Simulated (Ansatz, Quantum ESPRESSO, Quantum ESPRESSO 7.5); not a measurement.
## Conductance against width: vacuum gaps between two Al(111) faces

Wanted: T at the Fermi level along a series, and its decay constant, for vacuum gaps between two Al(111) faces.

Main program and level: Quantum ESPRESSO 7.5; plane-wave DFT, LDA, GBRV ultrasoft pseudopotentials (cross-check by Ansatz 0.2.0 with PAW datasets).

## (1) The structure

The cell holds 18 atoms: 18 Al. Its edges and angles: a = 2.857 Å, b = 2.857 Å, c = 44.652 Å, α = 90.0°, β = 90.0°, γ = 60.0°. It derives from Al. Regions: left lead, 9 atoms (9 Al); right lead, 9 atoms (9 Al). The structure is stacked, and the current runs, along c.

## (2) Ground state, 5 Å

One periodic cell holds a lead period, the junction and more lead; the atoms stay as built.

Contents of j0.scf.in:

```
&control
  prefix = 'j0.scf'
  outdir = './out'
  pseudo_dir = './pseudo'
  calculation = 'scf'
  tprnfor = .true.
/
&system
  ibrav = 0
  nat = 18
  ntyp = 1
  ecutwfc = 40
  ecutrho = 200
  occupations = 'smearing'
  smearing = 'mv'
  degauss = 0.01
/
&electrons
  conv_thr = 1e-07
  mixing_beta = 0.25
  electron_maxstep = 120
  mixing_mode = 'local-TF'
/
ATOMIC_SPECIES
  Al  26.9815  al_lda_v1.uspp.F.UPF
CELL_PARAMETERS angstrom
  2.85671139599365 0.00000000000000 0.00000000000000
  1.42835569799683 2.47398464021101 0.00000000000000
  0.00000000000000 0.00000000000000 44.65241648794350
ATOMIC_POSITIONS crystal
  Al  0.000000000000 0.000000000000 0.000000000000
  Al  0.333333333000 0.333333333000 0.052236704550
  Al  0.666666667000 0.666666667000 0.104473409100
  Al  0.000000000000 0.000000000000 0.156710113650
  Al  0.333333333000 0.333333333000 0.208946818200
  Al  0.666666667000 0.666666667000 0.261183522750
  Al  0.000000000000 0.000000000000 0.313420227300
  Al  0.333333333000 0.333333333000 0.365656931850
  Al  0.666666667000 0.666666667000 0.417893636400
  Al  0.000000000000 0.000000000000 0.529869659050
  Al  0.333333333000 0.333333333000 0.582106363600
  Al  0.666666667000 0.666666667000 0.634343068150
  Al  0.000000000000 0.000000000000 0.686579772700
  Al  0.333333333000 0.333333333000 0.738816477250
  Al  0.666666667000 0.666666667000 0.791053181800
  Al  0.000000000000 0.000000000000 0.843289886350
  Al  0.333333333000 0.333333333000 0.895526590900
  Al  0.666666667000 0.666666667000 0.947763295450
K_POINTS automatic
  10 10 1 0 0 0
```

Command:

```sh
> OMP_NUM_THREADS=1 mpirun -n 4 pw.x -nk 4 -in j0.scf.in > j0.scf.out
```

The program printed:

```text
Program PWSCF v.7.5 starts

     Parallel version (MPI & OpenMP), running on       4 processor cores
     Number of MPI processes:                 4
     Threads/MPI process:                     1

     MPI processes distributed on     1 nodes

     Current dimensions of program PWSCF are:
     Max number of different atomic species (ntypx) = 10
     Max number of k-points (npk) =  40000
     Max angular momentum in pseudopotentials (lmaxx) =  4
     Message from routine setup:
     using ibrav=0 with symmetry is DISCOURAGED, use correct ibrav instead

     K-points division:     npool     =       4
     Subspace diagonalization in iterative solution of the eigenvalue problem:
     a serial algorithm will be used

     G-vector sticks info
     --------------------
     sticks:   dense  smooth     PW     G-vecs:    dense   smooth      PW
     Sum         397     313    109               101323    72567   13237

     Using Slab Decomposition

     bravais-lattice index     =            0
     lattice parameter (alat)  =       5.3984  a.u.
     unit-cell volume          =    2129.6338 (a.u.)^3
     number of atoms/cell      =           18
     number of atomic types    =            1
     number of electrons       =        54.00
     number of Kohn-Sham states=           32
     kinetic-energy cutoff     =      40.0000  Ry
     charge density cutoff     =     200.0000  Ry
     scf convergence threshold =      1.0E-07
     mixing beta               =       0.2500
     number of iterations used =            8  local-TF  mixing
     Exchange-correlation= SLA  PZ   NOGX NOGC
                           (   1   1   0   0   0   0   0)

     celldm(1)=   5.398402  celldm(2)=   0.000000  celldm(3)=   0.000000
     celldm(4)=   0.000000  celldm(5)=   0.000000  celldm(6)=   0.000000

     crystal axes: (cart. coord. in units of alat)
               a(1) = (   1.000000   0.000000   0.000000 )
               a(2) = (   0.500000   0.866025   0.000000 )
               a(3) = (   0.000000   0.000000  15.630706 )

     reciprocal axes: (cart. coord. in units 2 pi/alat)
               b(1) = (  1.000000 -0.577350  0.000000 )
               b(2) = (  0.000000  1.154701  0.000000 )
               b(3) = (  0.000000  0.000000  0.063977 )

     PseudoPot. # 1 for Al read from file:
     ./pseudo/al_lda_v1.uspp.F.UPF
     Pseudo is Ultrasoft + core correction, Zval =  3.0
     Generated by new atomic code, or converted to UPF format
     Using radial grid of  893 points,  3 beta functions with:
                l(1) =   0
                l(2) =   1
                l(3) =   2
     Q(r) pseudized with  8 coefficients,  rinner =    0.900   0.900   0.900
                                                       0.900   0.900

     atomic species   valence    mass     pseudopotential
     Al                3.00    26.98150     Al( 1.00)

      6 Sym. Ops. (no inversion) found

   Cartesian axes

     site n.     atom                  positions (alat units)
         1        Al     tau(   1) = (   0.0000000   0.0000000   0.0000000  )
         2        Al     tau(   2) = (   0.5000000   0.2886751   0.8164966  )
         3        Al     tau(   3) = (   1.0000000   0.5773503   1.6329932  )
         4        Al     tau(   4) = (   0.0000000   0.0000000   2.4494897  )
         5        Al     tau(   5) = (   0.5000000   0.2886751   3.2659863  )
         6        Al     tau(   6) = (   1.0000000   0.5773503   4.0824829  )
         7        Al     tau(   7) = (   0.0000000   0.0000000   4.8989795  )
         8        Al     tau(   8) = (   0.5000000   0.2886751   5.7154761  )
         9        Al     tau(   9) = (   1.0000000   0.5773503   6.5319726  )
        10        Al     tau(  10) = (   0.0000000   0.0000000   8.2822370  )
        11        Al     tau(  11) = (   0.5000000   0.2886751   9.0987335  )
        12        Al     tau(  12) = (   1.0000000   0.5773503   9.9152301  )
        13        Al     tau(  13) = (   0.0000000   0.0000000  10.7317267  )
        14        Al     tau(  14) = (   0.5000000   0.2886751  11.5482233  )
        15        Al     tau(  15) = (   1.0000000   0.5773503  12.3647199  )
        16        Al     tau(  16) = (   0.0000000   0.0000000  13.1812164  )
        17        Al     tau(  17) = (   0.5000000   0.2886751  13.9977130  )
        18        Al     tau(  18) = (   1.0000000   0.5773503  14.8142096  )

     number of k points=    14  Marzari-Vanderbilt smearing, width (Ry)=  0.0100
                       cart. coord. in units 2pi/alat
        k(    1) = (   0.0000000   0.0000000   0.0000000), wk =   0.0200000
        k(    2) = (   0.0000000   0.1154701   0.0000000), wk =   0.1200000
        k(    3) = (   0.0000000   0.2309401   0.0000000), wk =   0.1200000
        k(    4) = (   0.0000000   0.3464102   0.0000000), wk =   0.1200000
        k(    5) = (   0.0000000   0.4618802   0.0000000), wk =   0.1200000
        k(    6) = (   0.0000000  -0.5773503   0.0000000), wk =   0.0600000
        k(    7) = (   0.1000000   0.1732051   0.0000000), wk =   0.1200000
        k(    8) = (   0.1000000   0.2886751   0.0000000), wk =   0.2400000
        k(    9) = (   0.1000000   0.4041452   0.0000000), wk =   0.2400000
        k(   10) = (   0.1000000  -0.6350853   0.0000000), wk =   0.2400000
[...]
k(   14) = (   0.3000000  -0.6350853   0.0000000), wk =   0.1200000

     Dense  grid:   101323 G-vectors     FFT dimensions: (  25,  25, 384)

     Smooth grid:    72567 G-vectors     FFT dimensions: (  24,  24, 360)

     Estimated max dynamical RAM per process >     147.50 MB

     Estimated total dynamical RAM >     515.78 MB

     Initial potential from superposition of free atoms

     starting charge      53.9605, renormalised to      54.0000
     Starting wfcs are   72 randomized atomic wfcs

     total cpu time spent up to now is        3.9 secs

     per-process dynamical memory:   110.3 Mb

     Self-consistent Calculation

     iteration #  1     ecut=    40.00 Ry     beta= 0.25
     Davidson diagonalization with overlap
     ethr =  1.00E-02,  avg # of iterations =  2.9

     total cpu time spent up to now is        9.8 secs

     total energy              =    -119.52374953 Ry
     estimated scf accuracy    <       1.67419431 Ry

     iteration #  2     ecut=    40.00 Ry     beta= 0.25

     total energy              =    -119.44165470 Ry
     estimated scf accuracy    <       1.29034223 Ry

     iteration #  3     ecut=    40.00 Ry     beta= 0.25

     total energy              =    -119.48066599 Ry
     estimated scf accuracy    <       0.04247506 Ry

     iteration #  4     ecut=    40.00 Ry     beta= 0.25

     total energy              =    -119.49771234 Ry
     estimated scf accuracy    <       0.27019565 Ry

     iteration #  5     ecut=    40.00 Ry     beta= 0.25

     total energy              =    -119.49766728 Ry
     estimated scf accuracy    <       0.09374281 Ry

     iteration #  6     ecut=    40.00 Ry     beta= 0.25

     total energy              =    -119.49631628 Ry
     estimated scf accuracy    <       0.05251310 Ry

     iteration #  7     ecut=    40.00 Ry     beta= 0.25

     total energy              =    -119.49691625 Ry
     estimated scf accuracy    <       0.00217061 Ry

     iteration #  8     ecut=    40.00 Ry     beta= 0.25
     c_bands:  1 eigenvalues not converged

     total energy              =    -119.49783262 Ry
     estimated scf accuracy    <       0.03592508 Ry

     iteration #  9     ecut=    40.00 Ry     beta= 0.25
     c_bands:  1 eigenvalues not converged

     total energy              =    -119.49787505 Ry
     estimated scf accuracy    <       0.03571792 Ry

     iteration # 10     ecut=    40.00 Ry     beta= 0.25

     total energy              =    -119.49719441 Ry
     estimated scf accuracy    <       0.03992600 Ry

     iteration # 11     ecut=    40.00 Ry     beta= 0.25

     total energy              =    -119.49770391 Ry
     estimated scf accuracy    <       0.00378868 Ry

     iteration # 12     ecut=    40.00 Ry     beta= 0.25

     total energy              =    -119.49738779 Ry
     estimated scf accuracy    <       0.00594863 Ry

[... 82 further iterations ...]
     iteration # 95     ecut=    40.00 Ry     beta= 0.25

     total energy              =    -119.49759953 Ry
     estimated scf accuracy    <       0.00000022 Ry

     iteration # 96     ecut=    40.00 Ry     beta= 0.25

     total energy              =    -119.49759953 Ry
     estimated scf accuracy    <       0.00000756 Ry

     iteration # 97     ecut=    40.00 Ry     beta= 0.25

     total energy              =    -119.49759957 Ry
     estimated scf accuracy    <       0.00000100 Ry

     iteration # 98     ecut=    40.00 Ry     beta= 0.25

     total energy              =    -119.49759958 Ry
     estimated scf accuracy    <       0.00000353 Ry

     iteration # 99     ecut=    40.00 Ry     beta= 0.25

     total energy              =    -119.49759957 Ry
     estimated scf accuracy    <       0.00000466 Ry

     iteration #100     ecut=    40.00 Ry     beta= 0.25

     total energy              =    -119.49759957 Ry
     estimated scf accuracy    <       0.00000385 Ry

     iteration #101     ecut=    40.00 Ry     beta= 0.25

     total energy              =    -119.49759957 Ry
     estimated scf accuracy    <       0.00000412 Ry

     iteration #102     ecut=    40.00 Ry     beta= 0.25

     total energy              =    -119.49759955 Ry
     estimated scf accuracy    <       0.00000351 Ry

     iteration #103     ecut=    40.00 Ry     beta= 0.25

     total energy              =    -119.49759954 Ry
     estimated scf accuracy    <       0.00000249 Ry

     iteration #104     ecut=    40.00 Ry     beta= 0.25

     End of self-consistent calculation

          k = 0.0000 0.0000 0.0000 (  9277 PWs)   bands (ev):

    -4.1196  -4.0654  -3.9596  -3.8225  -3.6416  -3.4215  -3.1586  -2.8633
    -2.5329  -2.1532  -1.7540  -1.2922  -0.8185  -0.2749   0.2548   0.8772
     1.4683   2.2141   2.7119   3.5636   4.2061   5.1187   5.7310   6.7839
     7.3160   8.5580   8.9498  10.4303  10.6595  12.3897  12.4856  14.4360

          k = 0.0000 0.1155 0.0000 (  9247 PWs)   bands (ev):

    -3.8783  -3.8242  -3.7185  -3.5816  -3.4009  -3.1812  -2.9187  -2.6238
    -2.2939  -1.9147  -1.5160  -1.0549  -0.5819  -0.0392   0.4898   1.1111
     1.7015   2.4478   2.9391   3.7913   4.4332   5.3427   5.9546   7.0024
     7.5347   8.7676   9.1609  10.6241  10.8568  12.5437  12.6569  14.3553

          k = 0.0000 0.2309 0.0000 (  9145 PWs)   bands (ev):

    -3.1565  -3.1027  -2.9974  -2.8611  -2.6812  -2.4624  -2.2010  -1.9074
    -1.5789  -1.2015  -0.8045  -0.3457   0.1252   0.6651   1.1917   1.8095
     2.3975   3.1433   3.6185   4.4687   5.1073   6.0037   6.6112   7.6313
     8.1584   9.2947   9.7046  10.4970  10.9007  10.9637  11.0182  11.1431

          k = 0.0000 0.3464 0.0000 (  9110 PWs)   bands (ev):

    -1.9606  -1.9072  -1.8027  -1.6674  -1.4888  -1.2717  -1.0122  -0.7210
    -0.3951  -0.0209   0.3728   0.8273   1.2940   1.8281   2.3493   2.9584
     3.5387   4.2710   4.7324   5.5442   6.1429   6.8090   7.1294   7.2774
     7.4427   7.6445   7.9075   8.0627   8.2163   8.3008   8.5693   8.8321

          k = 0.0000 0.4619 0.0000 (  9022 PWs)   bands (ev):

    -0.3015  -0.2489  -0.1455  -0.0119   0.1646   0.3789   0.6352   0.9222
     1.2435   1.6116   1.9983   2.4428   2.8974   3.4101   3.8974   4.3332
     4.3784   4.3937   4.5186   4.5701   4.7195   4.7991   5.0275   5.3281
     5.6766   6.0207   6.2068   6.3430   6.4890   6.7037   7.1168   7.3094

          k = 0.0000-0.5774 0.0000 (  8992 PWs)   bands (ev):

     1.8021   1.8023   1.8524   1.8544   1.9534   1.9551   2.0827   2.0847
     2.2531   2.2545   2.4315   2.5007   2.7035   2.7446   2.9821   3.0105
     3.2838   3.3169   3.6242   3.6473   3.9516   3.9634   4.2961   4.6543
     5.0233   5.3647   5.6455   5.7178   6.1242   6.1795   6.7081   6.7315

[...]
the Fermi energy is     7.1825 ev

!    total energy              =    -119.49759953 Ry
     estimated scf accuracy    <       0.00000002 Ry
     smearing contrib. (-TS)   =      -0.00099440 Ry
     internal energy E=F+TS    =    -119.49660513 Ry

     The total energy is F=E-TS. E is the sum of the following terms:
     one-electron contribution =     -20.23110842 Ry
     hartree contribution      =      35.73219184 Ry
     xc contribution           =     -75.94079776 Ry
     ewald contribution        =     -59.05689079 Ry

     convergence has been achieved in 104 iterations

     Forces acting on atoms (cartesian axes, Ry/au):

     atom    1 type  1   force =     0.00000000    0.00000000    0.00049464
     atom    2 type  1   force =     0.00000000    0.00000000    0.00041442
     atom    3 type  1   force =     0.00000000    0.00000000   -0.00014176
     atom    4 type  1   force =     0.00000000    0.00000000   -0.00168786
     atom    5 type  1   force =     0.00000000    0.00000000    0.00064258
     atom    6 type  1   force =     0.00000000    0.00000000    0.00114280
     atom    7 type  1   force =     0.00000000    0.00000000   -0.00094475
     atom    8 type  1   force =     0.00000000    0.00000000   -0.00022198
     atom    9 type  1   force =     0.00000000    0.00000000    0.00142475
     atom   10 type  1   force =     0.00000000    0.00000000   -0.00142356
     atom   11 type  1   force =     0.00000000    0.00000000    0.00021825
     atom   12 type  1   force =     0.00000000    0.00000000    0.00094555
     atom   13 type  1   force =     0.00000000    0.00000000   -0.00114116
     atom   14 type  1   force =     0.00000000    0.00000000   -0.00064413
     atom   15 type  1   force =     0.00000000    0.00000000    0.00169392
     atom   16 type  1   force =     0.00000000    0.00000000    0.00013941
     atom   17 type  1   force =     0.00000000    0.00000000   -0.00040622
     atom   18 type  1   force =     0.00000000    0.00000000   -0.00050490

     Total force =     0.003996     Total SCF correction =     0.000222

=------------------------------------------------------------------------------=
   JOB DONE.
=------------------------------------------------------------------------------=
```

Elapsed: 7.4 min, on 4 MPI ranks of Arm Neoverse N1, shared host; peak memory 0.61 GiB; 30 min of CPU time.

Read from the output:

- free energy: -1625.8477 eV
- Fermi energy: 7.183 eV

The run needed 104 iterations to bring the estimated error under 1e-07 Ry; the largest force on any atom, held or free, is 0.04 eV/Å.

[end of part 1 of 5]

[Long decimals in the printed logs are rounded to 6 places.]

[Repeated lines of the later SCF iterations (solver, time, negative density, dipole) and banner, clock, host and MPI lines are left out of these logs without a mark at each place.]

[Logs are printed without paths, hosts, clocks, repeated set-up lines and the standing remarks that a program may print on its own settings, such as how far it seeks lower states.]

[Hosts, paths, dates, database ids (printed as entryN), source tags and the programs' standing remarks are cut or masked in the printed files.]

[Maps of the electrostatic potential energy from Ansatz leave out the sawtooth potential of an applied field or a dipole correction, so their vacuum need not be flat; planar profiles and work functions include it.]
